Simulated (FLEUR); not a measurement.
# MnS: exchange couplings by hand from total energies

Aim: get Heisenberg couplings of MnS from the energies of collinear orders, with pencil and paper, and test them on an order left out of the fit.

Main program and level: FLEUR MaX-R8.1; LDA (VWN) with U = 4 eV on Mn d; all-electron FLAPW, Dirac cores, scalar-relativistic bands.

The database entry behind the starting cell differs from later determinations by our own check (an axis about 0.2 % short against later determinations), so it need not match the best structure at ambient conditions.

**1. Set-up**

It takes space group Fm-3m (No. 225, cubic). Conventional cell: a = 5.209 Å, b = 5.209 Å, c = 5.209 Å, α = 90.00°, β = 90.00°, γ = 90.00°. Nearest to Mn lie 6 S at 2.60 Å. Nearest to S lie 6 Mn at 2.60 Å. Farther neighbours and most contacts between anions are not listed.

Structure file:

```cif
data_structure
_symmetry_space_group_name_H-M 'Fm-3m'
_symmetry_Int_Tables_number 225
_cell_length_a 5.2090
_cell_length_b 5.2090
_cell_length_c 5.2090
_cell_angle_alpha 90.000
_cell_angle_beta 90.000
_cell_angle_gamma 90.000
_cell_volume 141.34
loop_
_atom_site_label
_atom_site_type_symbol
_atom_site_symmetry_multiplicity
_atom_site_Wyckoff_symbol
_atom_site_fract_x
_atom_site_fract_y
_atom_site_fract_z
_atom_site_occupancy
Mn1 Mn 4 a 0.00000 0.00000 0.00000 1
S1 S 4 b 0.50000 0.00000 0.00000 1
```

**2. The parallel order**

All energies count from this run. The U counters the self-interaction that shrinks the moments of a localised shell.

inpgen writes inp.xml from crystal.txt; cutoffs, mixing, functional, smearing and local orbitals are then set in the file. The k list default-1 (kpts.xml, not shown) is a Γ-centred 8×8×8 mesh; where the ranks do not divide the number of points, some are split in two of half the weight.

File inp.xml:

```
<?xml version="1.0" encoding="UTF-8" standalone="no"?>
<fleurInput fleurInputVersion="0.39">
   <comment>
      MnS
   </comment>
   <calculationSetup>
      <cutoffs Kmax="3.97" Gmax="11.9" GmaxXC="11.9" numbands="0"/>
      <scfLoop itmax="130" minDistance="0.0001" maxIterBroyd="15" imix="Anderson" alpha="0.05" precondParam="0.0" spinf="2.0" sdNocoIR="T"/>
      <coreElectrons ctail="T" frcor="F" kcrel="0" coretail_lmax="0"/>
      <xcFunctional name="vwn" relativisticCorrections="F"/>
      <magnetism jspins="2"/>
      <soc l_soc="F" theta="0.0" phi="0.0" spav="F"/>
      <expertModes spex="0" secvar="F"/>
      <geometryOptimization l_f="F" forcealpha="1.0" forcemix="BFGS" epsdisp="0.00001" epsforce="0.00001"/>
      <ldaU l_linMix="F" mixParam="0.05" spinf="1.0"/>
   </calculationSetup>
   <cell>
      <bzIntegration valenceElectrons="21.0" mode="hist" fermiSmearingEnergy="0.00183747">
         <kPointListSelection listName="default-1"/>
         <xi:include xmlns:xi="http://www.w3.org/2001/XInclude" href="kpts.xml"> </xi:include>
      </bzIntegration>
      <xi:include xmlns:xi="http://www.w3.org/2001/XInclude" href="sym.xml"> </xi:include>
      <bulkLattice scale="1.0">
         <bravaisMatrix>
            <row-1>    0.0000000000000000     4.9217916915206992     4.9217916915206992</row-1>
            <row-2>    4.9217916915206992     0.0000000000000000     4.9217916915206992</row-2>
            <row-3>    4.9217916915206992     4.9217916915206992     0.0000000000000000</row-3>
         </bravaisMatrix>
      </bulkLattice>
   </cell>
   <atomSpecies>
      <species name="Manganese 4.500" element="Mn" atomicNumber="25">
         <mtSphere radius="2.8" gridPoints="925" logIncrement="0.013"/>
         <atomicCutoffs lmax="10" lnonsphr="8"/>
         <electronConfig flipSpins="F">
            <coreConfig>(1s1/2) (2s1/2) (2p1/2) (2p3/2)</coreConfig>
            <valenceConfig>(3s1/2) (3p1/2) (3p3/2) (4s1/2) (3d3/2) (3d5/2)</valenceConfig>
            <stateOccupation state="(3d3/2)" spinUp="1.75" spinDown="0.25"/>
            <stateOccupation state="(3d5/2)" spinUp="3.0" spinDown="0.0"/>
         </electronConfig>
         <energyParameters s="4" p="4" d="3" f="4"/>
         <ldaU l="2" U="4.0" J="0.0" l_amf="F"/>
         <lo type="SCLO" l="0" n="3" eDeriv="0"/>
         <lo type="SCLO" l="1" n="3" eDeriv="0"/>
      </species>
      <species name="Sulfur (S)" element="S" atomicNumber="16">
         <mtSphere radius="1.89" gridPoints="625" logIncrement="0.018"/>
         <atomicCutoffs lmax="8" lnonsphr="6"/>
         <electronConfig flipSpins="F">
            <coreConfig>(1s1/2) (2s1/2) (2p1/2) (2p3/2)</coreConfig>
            <valenceConfig>(3s1/2) (3p1/2) (3p3/2)</valenceConfig>
            <stateOccupation state="(3p1/2)" spinUp="0.666667" spinDown="0.666667"/>
            <stateOccupation state="(3p3/2)" spinUp="1.333333" spinDown="1.333333"/>
         </electronConfig>
         <energyParameters s="3" p="3" d="3" f="4"/>
      </species>
   </atomSpecies>
   <atomGroups>
      <atomGroup species="Manganese 4.500">
         <relPos label="                   1">.0000000000 .0000000000 .0000000000</relPos>
         <force calculate="T" relaxXYZ="TTT"/>
      </atomGroup>
      <atomGroup species="Sulfur (S)">
         <relPos label="                   2">1.000/2.000 1.000/2.000 1.000/2.000</relPos>
         <force calculate="T" relaxXYZ="TTT"/>
      </atomGroup>
   </atomGroups>
   <output dos="F" band="F" slice="F">
      <bandDOS minEnergy="-.5*Htr" maxEnergy="0.5*Htr" sigma="0.015" storeEVData="T"/>
      <plotting iplot="0" polar="F">
         <plot TwoD="T" vec1="  1.0  0.0  0.0" vec2="  0.0  1.0  0.0" vec3="  0.0  0.0  1.0" zero="  0.0  0.0  0.0" file="plot"/>
      </plotting>
      <moessbauerParams electricFieldGradient="F" isomerShift="F" coreHyperfine="F" valenceHyperfine="F"/>
   </output>
</fleurInput>
```

File crystal.txt:

```
MnS
&input film=F cartesian=F /
0.00000000000  2.60450000000  2.60450000000
2.60450000000  0.00000000000  2.60450000000
2.60450000000  2.60450000000  0.00000000000
1.8897261246
1.0 1.0 1.0

2
25 0.00000000000  0.00000000000  0.00000000000 : 4.500
16 0.50000000000  0.50000000000  0.50000000000

&kpt div1=8 div2=8 div3=8 gamma=T /
```

Started as:

```
> OMP_NUM_THREADS=1 inpgen -f crystal.txt > inpgen.log  # inp.xml is then edited as shown
> OMP_NUM_THREADS=1 mpirun -n 4 fleur_MPI > fleur.log
```

The program printed:

```text
Welcome to FLEUR        (www.flapw.de)
      MaX-Release 8.1          (www.max-centre.eu)

 ========== k-point set info ==========
 Selected k-point list: default-1
 k-point list type: mesh
 0 x 0 x 0
 Number of k points: 32

 [... set-up left out ...]
 no density matrix found ... skipping LDA+U
 Reset of history
 Iteration:     1   Distance:       6.47151360 me/bohr^3
 Iteration:     2   Distance:       7.17536582 me/bohr^3
 Iteration:     3   Distance:       6.60304611 me/bohr^3
 Iteration:     4   Distance:       4.03767823 me/bohr^3
[...]
[... left out ...]
            <freeEnergy value="-1554.5407584726"/>
            <extrapolationTo0K value="-1554.5407579009"/>
         </totalEnergy>
         [... left out ...]
         <ldaUDensityMatrixConvergence>
            <distance spin="1" distance="0.000000"/>
            <distance spin="2" distance="0.000001"/>
         </ldaUDensityMatrixConvergence>
         <densityConvergence units="me/bohr^3">
            <chargeDensity spin="1" distance="0.0000257608"/>
            <chargeDensity spin="2" distance="0.0000364673"/>
            <overallChargeDensity distance="0.0000483813"/>
            <spinDensity distance="0.0000405735"/>
         </densityConvergence>
      </iteration>
```

It took 9.9 s on 4 MPI ranks of Intel Xeon Platinum 8488C (Sapphire Rapids), shared host; peak memory 0.22 GiB; 38 s of CPU time.

Spin moment in the muffin-tin sphere by atom:

```tsv
atom	spin moment in the muffin-tin sphere (μB)
Mn1	4.73
S2	0.10
```

Numbers from this step:

| Item | Value |
| --- | --- |
| free energy | -42301.2090 eV |
| program's band gap on this mesh (in a metal only a level spacing) | 0.5642 eV |
| magnetization | 5.000 μB |
| final state | ferromagnetic |

After 15 cycles the largest moment stands at 4.73 μB.

**3. The orders used for the fit**

The other orders were run with the same settings, on meshes that hold the same points. Free energies are divided by the number of Mn atoms; q is in fractions of the reciprocal vectors of the first run's cell.

```tsv
order	atoms	mesh	free energy (eV)	eV per Mn	largest moment (μB)
F +	2	8×8×8	-42301.2090	-42301.2090	4.73
AF q=(0,1/2,1/2) +-	4	8×4×8	-84602.4395	-42301.2197	4.69
```

**4. Counting neighbours**

With E = −Σ J e_i·e_j over ordered pairs of unit vectors, turning a neighbour from parallel to opposed costs 2J a Mn atom. So an order lies 2 Σ n J over the parallel one, n being the opposed neighbours in each shell.

```tsv
shell	distance (Å)	neighbours	opposed in AF q=(0,1/2,1/2) +-	opposed in AF q=(0,0,1/2) +-
J1	3.68	12	8	6
J2	5.21	6	0	6
```

Only J1 is kept.

**5. Solving**

```
2 × 8 × J1 = -10.7 meV    (AF q=(0,1/2,1/2) +-)
J1 = -0.67 meV
```

**6. The test**

The couplings now give the orders that were left out:

```
2 × 6 × (-0.67) = -8.0 meV    (AF q=(0,0,1/2) +-)
```

The runs themselves:

```tsv
order	atoms	mesh	free energy (eV)	eV per Mn	largest moment (μB)	over the parallel order (meV)	foretold (meV)
AF q=(0,0,1/2) +-	4	8×8×4	-84602.5184	-42301.2592	4.60	-50.2	-8.0
```

**7. One more shell**

One try is to add the next shell, though changing moments can also cause the miss. Both differences then fix both couplings, and no order is left for a test.

```
2 × 8 × J1 = -10.7 meV    (AF q=(0,1/2,1/2) +-)
2 × 6 × J1 + 2 × 6 × J2 = -50.2 meV    (AF q=(0,0,1/2) +-)
J1 = -0.67 meV
J2 = -3.51 meV
```

**8. Outcome**

* effective coupling of the reversed pairs, counted on J1 (Mn–Mn at 3.68 Å): -0.67 meV
* largest miss on the orders left out: 42 meV
* J1 with two shells: -0.67 meV
* J2 with two shells: -3.51 meV

The model misses the order left out by 42 meV, 84 % of the largest distance from the parallel order, so it fails: these couplings alone don't describe the crystal. With the next shell added the couplings are J1 = -0.67 and J2 = -3.51 meV, untested. The largest moments of the orders differ by 2.8 % of the greatest. One difference fixes one number: it sums all reversed shells and need not be the coupling of the nearest one, even in sign.

[Logs and program files are shortened in this print: banners, set-up blocks, solver, clock and traceback lines can be left out without a mark of their own.]

[Logs are printed without paths, hosts, clocks, repeated set-up lines and the standing remarks that a program may print on its own settings, such as how far it seeks lower states.]

[Hosts, paths, dates, database ids (printed as entryN), source tags and the programs' standing remarks are cut or masked in the printed files.]

[Where a cell is said to come from a database of computed structures, the database is the Materials Project.]
